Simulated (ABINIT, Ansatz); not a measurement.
**Quasiparticle gap of K2MgH4 (I4/mmm) in ABINIT**

How does a plane-wave GW calculation on K2MgH4 (I4/mmm) run from the first input to the gap?

Calculated with ABINIT 10.8.3; LDA and many-body steps on it, plane waves.

## (1) The starting structure

Symmetry: I4/mmm, No. 139, tetragonal system. The conventional cell has a = 4.036 Å, b = 4.036 Å, c = 13.592 Å, α = 90.00°, β = 90.00°, γ = 90.00°. Nearest to K lie 9 H at 2.77 to 2.86 Å. Nearest to Mg lie 6 H at 2.00 to 2.02 Å. Nearest to H lie 1 Mg at 2.00 Å and 5 K at 2.77 to 2.85 Å and 4 H at 2.84 Å. Nearest to H lie 2 Mg at 2.02 Å and 8 H at 2.84 to 2.85 Å and 4 K at 2.86 Å. Farther neighbours are not listed.

The cell and positions come from the Crystallography Open Database and are kept as given unless a step says otherwise.

## (2) Ground state

This step: ABINIT 10.8.3; DFT, LDA, plane waves, norm-conserving pseudopotentials.

The ground-state density comes first.

Contents of run.abi:

```
acell 3*1.0 Angstrom
rprim 
  -2.018050000000 2.018050000000 6.796050000000
  2.018050000000 -2.018050000000 6.796050000000
  2.018050000000 2.018050000000 -6.796050000000
ntypat 3
znucl 19 12 1
natom 7
typat 1 1 2 3 3 3 3
xred 
  0.351300000000 0.351300000000 0.000000000000
  0.648700000000 0.648700000000 0.000000000000
  0.000000000000 0.000000000000 0.000000000000
  0.147200000000 0.147200000000 0.000000000000
  0.852800000000 0.852800000000 0.000000000000
  0.500000000000 0.000000000000 0.500000000000
  0.000000000000 0.500000000000 0.500000000000
pp_dirpath "pseudos"
pseudos "K.upf, Mg.upf, H.upf"
ecut 38
ngkpt 8 8 8
nshiftk 1
shiftk 0 0 0
kptopt 1
chksymbreak 0
nband 23
occopt 1
tolvrs 1e-10
nstep 60
prtwf 0
optforces 0
optstress 0
indata_prefix "in"
outdata_prefix "out"
tmpdata_prefix "tmp"
```

On the command line:

```
$ OMP_NUM_THREADS=1 mpirun -n 4 abinit run.abi > log
```

Numbers of over 12 decimals in the logs are rounded to 6 here.

The program printed:

```text
.Version 10.8.3 of ABINIT. v10.8.2 released Aug 2026.

 Symmetries : space group I4/m m m (#139); Bravais tI (body-center tetrag.)
================================================================================
 Values of the parameters that define the memory need of the present run
     intxc =       0    ionmov =       0      iscf =       7    lmnmax =       6
     lnmax =       6     mgfft =      80  mpssoang =       3    mqgrid =    3001
     natom =       7  nloc_mem =       1    nspden =       1   nspinor =       1
    nsppol =       1      nsym =      16    n1xccc =    2501    ntypat =       3
    occopt =       1   xclevel =       1
-    mband =          23        mffmem =           1         mkmem =          15
       mpw =        8391          nfft =      512000          nkpt =          59
================================================================================
  Rough estimation (10% accuracy) of disk space for files :
================================================================================

--------------------------------------------------------------------------------
------------- Echo of variables that govern the present computation ------------
--------------------------------------------------------------------------------
 -outvars: echo values of preprocessed input variables --------
            acell      1.8897261259E+00  1.8897261259E+00  1.8897261259E+00 Bohr

      chksymbreak           0
             ecut      3.80000000E+01 Hartree
-          fftalg         312

              ixc       -1012
              kpt      0.00000000E+00  0.00000000E+00  0.00000000E+00
                       1.25000000E-01  0.00000000E+00  0.00000000E+00
                       2.50000000E-01  0.00000000E+00  0.00000000E+00
                       3.75000000E-01  0.00000000E+00  0.00000000E+00
                       5.00000000E-01  0.00000000E+00  0.00000000E+00
                       1.25000000E-01  1.25000000E-01  0.00000000E+00
                       2.50000000E-01  1.25000000E-01  0.00000000E+00
                       3.75000000E-01  1.25000000E-01  0.00000000E+00
                       5.00000000E-01  1.25000000E-01  0.00000000E+00
   [... 39 further rows ...]
                       5.00000000E-01  5.00000000E-01  2.50000000E-01
                      -3.75000000E-01  5.00000000E-01  2.50000000E-01
                       outvar_i_n : Printing only first  50 k-points.
         kptrlatt        8    0    0      0    8    0      0    0    8
          kptrlen      6.10169889E+01
P           mkmem          15
            natom           7
            nband          23
            ngfft          80      80      80
             nkpt          59
            nstep          60
             nsym          16
           ntypat           3
              occ      2.000000  2.000000  2.000000  2.000000  2.000000  2.000000
                       2.000000  2.000000  2.000000  2.000000  2.000000  2.000000
                       2.000000  2.000000  2.000000  2.000000  0.000000  0.000000
                       0.000000  0.000000  0.000000  0.000000  0.000000
        optforces           0
        optstress           0
            prtwf           0
            rprim     -2.0180500000E+00  2.0180500000E+00  6.7960500000E+00
[...]
spgroup         139

           tolvrs      1.00000000E-10

             xred      3.5130000000E-01  3.5130000000E-01 -4.2693126944E-18
[...]
znucl       19.00000   12.00000    1.00000

================================================================================

 chkinp: Checking input parameters for consistency.

================================================================================
== DATASET  1 ==================================================================
-   mpi_nproc: 4, omp_nthreads: 1 (-1 if OMP is not activated)

--- !DatasetInfo
iteration_state: {dtset: 1, }
dimensions: {natom: 7, nkpt: 59, mband: 23, nsppol: 1, nspinor: 1, nspden: 1, mpw: 8391, }
cutoff_energies: {ecut:  38.0, pawecutdg:  -1.0, }
electrons: {nelect:   3.20000000E+01, charge:   0.00000000E+00, occopt:   1.00000000E+00, tsmear:   1.00000000E-02, }

 Real(R)+Recip(G) space primitive vectors, cartesian coordinates (Bohr,Bohr^-1):
 R(1)= -3.8135618  3.8135618 12.8426732  G(1)=  0.0000000  0.1311110  0.0389327
 R(2)=  3.8135618 -3.8135618 12.8426732  G(2)=  0.1311110  0.0000000  0.0389327
 R(3)=  3.8135618  3.8135618-12.8426732  G(3)=  0.1311110  0.1311110  0.0000000
 Unit cell volume ucvol=  7.4709702E+02 bohr^3
 Angles (23,13,12)=  1.48220980E+02  1.48220980E+02  4.55592598E+01 degrees

 getcut: wavevector=  0.0000  0.0000  0.0000  ngfft=  80  80  80
         ecut(hartree)=     38.000   => boxcut(ratio)=   2.06971

--- Pseudopotential description ------------------------------------------------
- K Generated using ONCVPSP code by D. R. Hamann
- 19.00000   9.00000  180309                  znucl, zion, pspdat
12 -1012 2 -1 2170                            pspcod,pspxc,lmax,lloc,mmax
     nproj     2     2     2
  pspatm : epsatm=    8.21740868
         --- l  ekb(1:nproj) -->
[...]
pspatm: atomic psp has been read  and splines computed

- Mg Generated using ONCVPSP code by D. R. Hamann
- 12.00000  10.00000  180309                  znucl, zion, pspdat
12 -1012 1 -1 1510                            pspcod,pspxc,lmax,lloc,mmax
     nproj     2     2     0
  pspatm : epsatm=    9.23542517
         --- l  ekb(1:nproj) -->
[...]
pspatm: atomic psp has been read  and splines computed

- H Generated using ONCVPSP code by D. R. Hamann
-  1.00000   1.00000  180309                  znucl, zion, pspdat
12 -1012 1 -1 1180                            pspcod,pspxc,lmax,lloc,mmax
     nproj     2     1     0
  pspatm : epsatm=    0.35439867
         --- l  ekb(1:nproj) -->
[...]
1   -0.275071
 pspatm: atomic psp has been read  and splines computed

   8.66810790E+02                                ecore*ucvol(ha*bohr**3)
--------------------------------------------------------------------------------

_setup2: Arith. and geom. avg. npw (full set) are    8359.236    8359.225

================================================================================

--- !BeginCycle
iteration_state: {dtset: 1, }
solver: {iscf: 7, nstep: 60, nline: 4, wfoptalg: 0, }
tolerances: {tolvrs: 1.00E-10, }

     iter   Etot(hartree)      deltaE(h)  residm     vres2
 ETOT  1  -121.40250231831    -1.214E+02 1.283E-01 1.590E+03
 ETOT  2  -121.49171691394    -8.921E-02 1.383E-02 1.870E+02
 ETOT  3  -121.49311525302    -1.398E-03 3.672E-03 5.258E+01
 ETOT  4  -121.49355764487    -4.424E-04 2.242E-03 2.717E+00
 ETOT  5  -121.49358340685    -2.576E-05 1.239E-03 3.440E-01
 ETOT  6  -121.49358627002    -2.863E-06 2.743E-03 3.670E-03
 ETOT  7  -121.49358633658    -6.656E-08 1.024E-03 8.481E-05
 ETOT  8  -121.49358634206    -5.485E-09 9.002E-04 6.523E-06
 ETOT  9  -121.49358634220    -1.377E-10 7.492E-04 5.117E-07
 ETOT 10  -121.49358634220     4.547E-13 3.091E-04 1.358E-08
 ETOT 11  -121.49358634220     6.537E-13 3.289E-04 1.191E-09
 ETOT 12  -121.49358634221    -9.081E-12 1.082E-04 3.830E-10
 ETOT 13  -121.49358634221     3.851E-12 1.119E-04 2.571E-12

 At SCF step   13       vres2   =  2.57E-12 < tolvrs=  1.00E-10 =>converged.

--- !ResultsGS
iteration_state: {dtset: 1, }
comment   : Summary of ground state results
lattice_vectors:
- [ -3.8135618,   3.8135618,  12.8426732, ]
- [  3.8135618,  -3.8135618,  12.8426732, ]
- [  3.8135618,   3.8135618, -12.8426732, ]
lattice_lengths: [  13.92913,   13.92913,   13.92913, ]
lattice_angles: [148.221, 148.221,  45.559, ] # degrees, (23, 13, 12)
lattice_volume:   7.4709702E+02
convergence: {deltae:  3.851E-12, res2:  2.571E-12, residm:  1.119E-04, diffor:  0.000E+00, }
etotal    :  -1.21493586E+02
entropy   :   0.00000000E+00
fermie    :   5.30595656E-02
cartesian_stress_tensor: null
pressure_GPa: null
xred      :
- [  3.5130E-01,   3.5130E-01,  -4.2693E-18,  K]
- [  6.4870E-01,   6.4870E-01,  -7.8836E-18,  K]
- [  0.0000E+00,   0.0000E+00,   0.0000E+00, Mg]
- [  1.4720E-01,   1.4720E-01,  -1.7889E-18,  H]
- [  8.5280E-01,   8.5280E-01,  -1.0364E-17,  H]
- [  5.0000E-01,  -1.1280E-17,   5.0000E-01,  H]
- [ -1.1280E-17,   5.0000E-01,   5.0000E-01,  H]
cartesian_forces: null
force_length_stats: {min: null, max: null, mean: null, }

 Integrated electronic density in atomic spheres:
 ------------------------------------------------
 Atom  Sphere_radius  Integrated_density
[...]
================================================================================

 ----iterations are completed or convergence reached----

 Mean square residual over all n,k,spin=   18.113E-08; max=  11.189E-05
 reduced coordinates (array xred) for    7 atoms
[...]
0.000000000000      0.000000000000      0.000000000000
       0.147200000000      0.147200000000     -0.000000000000
       0.852800000000      0.852800000000     -0.000000000000
       0.500000000000     -0.000000000000      0.500000000000
      -0.000000000000      0.500000000000      0.500000000000
 rms dE/dt=  0.0000E+00; max dE/dt=  0.0000E+00; dE/dt below (all hartree)
    1       0.000000000000      0.000000000000      0.000000000000
    2       0.000000000000      0.000000000000      0.000000000000
    3       0.000000000000      0.000000000000      0.000000000000
    4       0.000000000000      0.000000000000      0.000000000000
    5       0.000000000000      0.000000000000      0.000000000000
    6       0.000000000000      0.000000000000      0.000000000000
    7       0.000000000000      0.000000000000      0.000000000000

 cartesian coordinates (angstrom) at end:
    1     -0.000000     0.000000     4.774905
    2     -0.000000    -0.000000     8.817195
    3      0.000000     0.000000     0.000000
    4     -0.000000     0.000000     2.000757
    5     -0.000000     0.000000    11.591343
    6      0.000000     2.018050     0.000000
    7      2.018050     0.000000     0.000000
 length scales=  1.889726125908  1.889726125908  1.889726125908 bohr
              =  1.000000000000  1.000000000000  1.000000000000 angstroms
 prteigrs : about to open file out_EIG
 Fermi (or HOMO) energy (hartree) =   0.05306   Average Vxc (hartree)=  -0.31035
 Eigenvalues (hartree) for nkpt=  59  k points:
 kpt#   1, nband= 23, wtk=  0.00195, kpt=  0.0000  0.0000  0.0000 (reduced coord)
  -2.64048   -1.44362   -1.44362   -1.44292   -1.01199   -1.01076   -0.41947   -0.41114
  -0.41114   -0.40908   -0.40891   -0.40891   -0.12464   -0.01422    0.02076    0.05306
   0.23073    0.23878    0.25285    0.25285    0.29640    0.32739    0.32763
 prteigrs : prtvol=0 or 1, do not print more k-points.

--- !EnergyTerms
iteration_state     : {dtset: 1, }
comment             : Components of total free energy in Hartree
kinetic             :  5.64657625107557E+01
hartree             :  3.90268800243314E+01
xc                  : -2.14910904850768E+01
Ewald energy        : -6.27344056428513E+01
psp_core            :  1.16023858796286E+00
local_psp           : -1.23980191958025E+02
non_local_psp       : -9.94077937930191E+00
total_energy        : -1.21493586342205E+02
total_energy_eV     : -3.30600890436719E+03
band_energy         : -2.30447524849572E+01

== END DATASET(S) ==============================================================
================================================================================

 -outvars: echo values of variables after computation  --------
           etotal     -1.2149358634E+02
            nband          23
             nkpt          59
          spgroup         139
 [... the other variables as echoed above ...]

 Calculation completed.
```

Run time: 4.7 min. Hardware: 4 MPI ranks of Arm Neoverse V1, shared host; peak memory 0.94 GiB; 19 min of CPU time.

Numbers from this step:

```yaml
total_energy: -3306.0089 eV
gap: 2.994 eV
k_of_the_valence_top: 0, 0, 0
k_of_the_conduction_bottom: -0.25, 0.25, 0
least_direct_gap: 3.375 eV
```

The gap is indirect, with the least direct gap 0.38 eV higher.

[end of part 1 of 3]

[Paths, hosts, dates, memory and timing lines, banners, echoed tables and standing remarks are left out of the program output.]

[Logs are printed without paths, hosts, clocks, repeated set-up lines and the standing remarks that a program may print on its own settings, such as how far it seeks lower states.]

[Runs of the session that timed out or met a known fault of the program may be left out.]

[Hosts, paths, dates, database ids (printed as entryN), source tags and the programs' standing remarks are cut or masked in the printed files.]

[G0W0 gaps are taken among the corrected bands and points alone; a level outside them can change the order at an edge.]

[Where Ansatz stands beside ABINIT at settings called matched, ABINIT's density can come from a denser mesh and the files from another edition; pairs whose starting gaps differed by over 0.03 eV were left out, so agreement reads better than it is.]
